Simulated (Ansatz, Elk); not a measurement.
# Sr2SnS2O2: X-ray structure factors from the self-consistent density

The structure of Sr2SnS2O2 used here is made up (a known structure type with other elements) and was relaxed beforehand with PBE. The aim is the Fourier transform of its all-electron density, F(hkl), set beside the sum over free spherical atoms that refinements use.

Program: Elk 11.2.3 (patched build). Level of theory: DFT, PBE, all-electron APW+lo, Dirac cores, scalar-relativistic bands, static density, no spin. Results are calculated unless marked as measured.

This account leaves out most program logs.

The structure was built from a prototype and need not be the compound's stable phase.

### Step 1. Set-up

Symmetry: I4/mmm, No. 139, tetragonal system. The conventional cell has a = 5.176 Å, b = 5.176 Å, c = 12.064 Å, α = 90.00°, β = 90.00°, γ = 90.00°. Nearest to Sn lie 2 O at 2.00 Å and 4 S at 2.59 Å. Nearest to Sr lie 1 O at 2.24 Å and 4 S at 3.15 Å. S has 2 Sn at 2.59 Å and 4 Sr at 3.15 Å nearest. O has 1 Sn at 2.00 Å and 1 Sr at 2.24 Å nearest. Farther neighbours and most contacts between anions are not listed.

### Step 2. Ground state and structure factors

An all-electron density is needed, since X-rays see the cores too. Task 0 finds the density and task 195 Fourier-transforms it; tshift is off so that phases refer to the origin typed.

Contents of elk.in:

```
tasks
  0
  195

xctype
  20

spinpol
  .false.

rgkmax
  7.0

gmaxvr
  14.0

lmaxo
  7

lmaxapw
  8

swidth
  0.002

tshift
  .false.

ramdisk
  .false.

hmaxvr
  5.5

maxscl
  120

epspot
  1e-06

sppath
  './'

avec
  -4.89061158355 4.89061158355 11.39925070971
  4.89061158355 -4.89061158355 11.39925070971
  4.89061158355 4.89061158355 -11.39925070971

atoms
  4
  'Sn.in'
  1
  0.0000000000 0.0000000000 0.0000000000   0.000000 0.000000 0.000000
  'Sr.in'
  2
  0.6483646051 0.6483646051 -0.0000000000   0.000000 0.000000 0.000000
  0.3516353949 0.3516353949 -0.0000000000   0.000000 0.000000 0.000000
  'S.in'
  2
  0.5000000000 0.0000000000 0.5000000000   0.000000 0.000000 0.000000
  0.0000000000 0.5000000000 0.5000000000   0.000000 0.000000 0.000000
  'O.in'
  2
  0.8344272888 0.8344272888 0.0000000000   0.000000 0.000000 0.000000
  0.1655727112 0.1655727112 0.0000000000   0.000000 0.000000 0.000000

ngridk
  6 6 6
```

Started as:

```
$ OMP_NUM_THREADS=4 elk
```

Wall time 88 s (4 threads of Arm Neoverse V1, shared host); peak memory 0.32 GiB; 4.1 min of CPU time.

SFACRHO.OUT:

```text

h k l indices transformed by vhmat matrix:
   1.000000000       0.000000000       0.000000000    
   0.000000000       1.000000000       0.000000000    
   0.000000000       0.000000000       1.000000000    

      h      k      l  multipl.   |H|            Re(F)            Im(F)           |F|

      0      0      0      1   0.0000000       174.00000      0.29806835E-15   174.00000    
     -1     -1      1      2  0.55119283       49.058574      0.28378155E-14   49.058574    
     -1      0      1      8  0.69899596       12.512664      0.94593850E-15   12.512664    
      1     -1      0      4  0.90845140       97.384616      0.27103487E-14   97.384616    
      2      1     -1      8   1.0470064       89.291294     -0.48479348E-14   89.291294    
      0      2     -1      8   1.0625900      -7.4065374     -0.18918770E-14   7.4065374    
      2      2     -2      2   1.1023857       7.3399102     -0.37837540E-14   7.3399102    
      1     -1     -1      4   1.2847443       136.23691      0.41412659E-14   136.23691    
      0      2      0      8   1.3979919       38.838453     -0.18918770E-14   38.838453    
     -2     -2      1      8   1.4284740      -36.826163      0.18918770E-14   36.826163    
     -1      2      0     16   1.4625879       9.9356528     -0.23648462E-14   9.9356528    
      2      3     -3      8   1.5203541       46.779387      0.37837540E-14   46.779387    
     -3     -3      3      2   1.6535785       110.37621     -0.97402105E-14   110.37621    
     -3      0      2     16   1.6573444       80.291761      0.17514643E-14   80.291761    
      3      1     -1      8   1.6928739       5.6376414     -0.56756310E-14   5.6376414    
      0      0      2      4   1.8169028       117.86734     -0.48454905E-14   117.86734    
      3      3     -2      8   1.8866918       66.744456      0.96958696E-14   66.744456    
     -3      1      1      8   1.8986704       34.488083      0.23648462E-14   34.488083
```

Elk indexes on the primitive cell of elk.in and gives |H| = 4π sin θ/λ in inverse bohr. Below, one row stands for each form hkl of the conventional cell (m members, Friedel mates merged), F is for one primitive cell and the density is static (no thermal factor). Free-atom factors are Waasmaier and Kirfel's, and R is Σm||F|−|F'||/Σm|F|.

| hkl | m | sin θ/λ (Å⁻¹) | abs F, DFT | neutral atoms | diff. |
| --- | --- | --- | --- | --- | --- |
| 002 | 2 | 0.083 | 49.059 | 48.997 | +0.062 |
| 101 | 8 | 0.105 | 12.513 | 12.537 | -0.025 |
| 110 | 4 | 0.137 | 97.385 | 97.002 | +0.382 |
| 103 | 8 | 0.157 | 89.291 | 90.084 | -0.793 |
| 112 | 8 | 0.160 | 7.407 | 6.367 | +1.040 |
| 004 | 2 | 0.166 | 7.340 | 7.623 | -0.283 |
| 200 | 4 | 0.193 | 136.237 | 135.356 | +0.881 |
| 202 | 8 | 0.210 | 38.839 | 38.961 | -0.122 |
| 114 | 8 | 0.215 | 36.826 | 36.530 | +0.296 |
| 211 | 16 | 0.220 | 9.936 | 9.755 | +0.181 |
| 105 | 8 | 0.229 | 46.779 | 46.447 | +0.332 |
| 006 | 2 | 0.249 | 110.376 | 110.178 | +0.198 |
| 213 | 16 | 0.249 | 80.292 | 80.390 | -0.098 |
| 204 | 8 | 0.255 | 5.638 | 5.821 | -0.184 |
| 220 | 4 | 0.273 | 117.867 | 117.928 | -0.061 |
| 116 | 8 | 0.284 | 66.745 | 66.540 | +0.204 |
| 222 | 8 | 0.285 | 34.488 | 34.601 | -0.112 |
| 301 | 8 | 0.293 | 8.237 | 8.227 | +0.010 |
| 215 | 16 | 0.299 | 41.391 | 41.338 | +0.053 |
| 310 | 8 | 0.305 | 76.099 | 75.965 | +0.134 |
| 107 | 8 | 0.306 | 10.911 | 10.973 | -0.062 |
| 206 | 8 | 0.315 | 98.373 | 98.511 | -0.138 |

### Step 3. The highest occupied states alone

An energy window below the Fermi level keeps the highest occupied states, to see at which angles they scatter; shallow core shells can lie inside it and anion s states outside. No new self-consistency is needed.

elk.in: that of step 2 with these lines changed.

```diff
@@ -1,3 +1,2 @@
 tasks
-  0
   195
@@ -40,2 +39,5 @@
 
+wsfac
+  -0.389710 0.461530
+
 sppath
```

Started as:

```
$ OMP_NUM_THREADS=4 elk
```

It took 27 s on 4 threads; peak memory 0.22 GiB.

States within 15 eV below the Fermi level hold 28.00 electrons; any levels below the window count with the cores. Their amplitudes can exceed the total, where window and core parts have opposite phase:

| hkl | sin θ/λ (Å⁻¹) | abs F, window | abs F, all |
| --- | --- | --- | --- |
| 002 | 0.083 | 7.696 | 49.059 |
| 101 | 0.105 | 4.960 | 12.513 |
| 110 | 0.137 | 1.403 | 97.385 |
| 103 | 0.157 | 6.003 | 89.291 |
| 112 | 0.160 | 8.604 | 7.407 |
| 004 | 0.166 | 2.576 | 7.340 |
| 200 | 0.193 | 9.905 | 136.237 |
| 202 | 0.210 | 0.519 | 38.839 |
| 114 | 0.215 | 5.172 | 36.826 |
| 211 | 0.220 | 2.441 | 9.936 |

### Step 4. Another functional

The difference from free atoms is small, so it is set against the change that PBEsol makes.

elk.in: that of step 3 with these lines changed.

```diff
@@ -1,2 +1,3 @@
 tasks
+  0
   195
@@ -4,3 +5,3 @@
 xctype
-  20
+  22
 
@@ -39,5 +40,2 @@
 
-wsfac
-  -0.389710 0.461530
-
 sppath
```

Started as:

```
$ OMP_NUM_THREADS=4 elk
```

Run time: 96 s. Hardware: 4 threads; peak memory 0.32 GiB; 4 min of CPU time.

Against the first run R = 0.03 %; the largest change is -0.085 at 200.

### Step 5. Basis size

The basis and the expansions that go with it are enlarged, to see whether the differences are converged.

elk.in: that of step 4 with these lines changed.

```diff
@@ -5,3 +5,3 @@
 xctype
-  22
+  20
 
@@ -11,12 +11,12 @@
 rgkmax
-  7.0
+  8.5
 
 gmaxvr
-  14.0
+  18.0
 
 lmaxo
-  7
+  9
 
 lmaxapw
-  8
+  10
```

Started as:

```
$ OMP_NUM_THREADS=4 elk
```

The job ended after 4.6 min (4 threads; peak memory 0.84 GiB; 14 min of CPU time).

Against the first run R = 0.04 %; the largest change is +0.043 at 330.

### Step 6. Settings against the effect

| run | R against the first run (%) | R against neutral atoms, low angle (%) | wall time |
| --- | --- | --- | --- |
| PBE, rgkmax 7 | 0.00 | 0.55 | 88 s |
| PBEsol | 0.03 | 0.51 | 96 s |
| rgkmax 8.5 with larger expansions | 0.04 | 0.58 | 4.6 min |

### Step 7. What came out

* R against neutral atoms, sin θ/λ < 0.3 Å⁻¹: 0.55 %
* R against neutral atoms, 0.3 to 0.67 Å⁻¹: 0.22 %

**Reading.** Independent neutral atoms miss the calculated amplitudes by R = 0.55 % below 0.3 Å⁻¹ and 0.22 % from there to 0.67 Å⁻¹; by shells, 0.31 % below 0.15 Å⁻¹ (3 forms), 0.58 % 0.15 to 0.3 (16 forms), 0.24 % 0.3 to 0.45 (34 forms), 0.22 % above 0.45 (96 forms). Bonding, aspherical density and the tables' own atoms all enter these figures, and the runs don't part them. The largest change of an amplitude is +1.04 electrons, at 112. Weak lines can change much in proportion: 112 goes from 6.37 to 7.41. The window's part falls from 28.0 electrons at the origin to at most 1.20 between 0.45 and 0.67 Å⁻¹, where compact states inside the window still scatter. Below 0.3 Å⁻¹ the changes that finished (PBEsol and rgkmax 8.5 with larger expansions) move F by R = 0.05 % at most, against the 0.55 % that separates it from free atoms. The k-mesh has no finished test. Part of the difference isn't bonding: the tables are fits to free atoms and ions calculated by other methods than this functional. Thermal motion, anomalous dispersion and extinction are left out.

[Logs are printed without paths, hosts, clocks, repeated set-up lines and the standing remarks that a program may print on its own settings, such as how far it seeks lower states.]

[Hosts, paths, dates, database ids (printed as entryN), source tags and the programs' standing remarks are cut or masked in the printed files.]
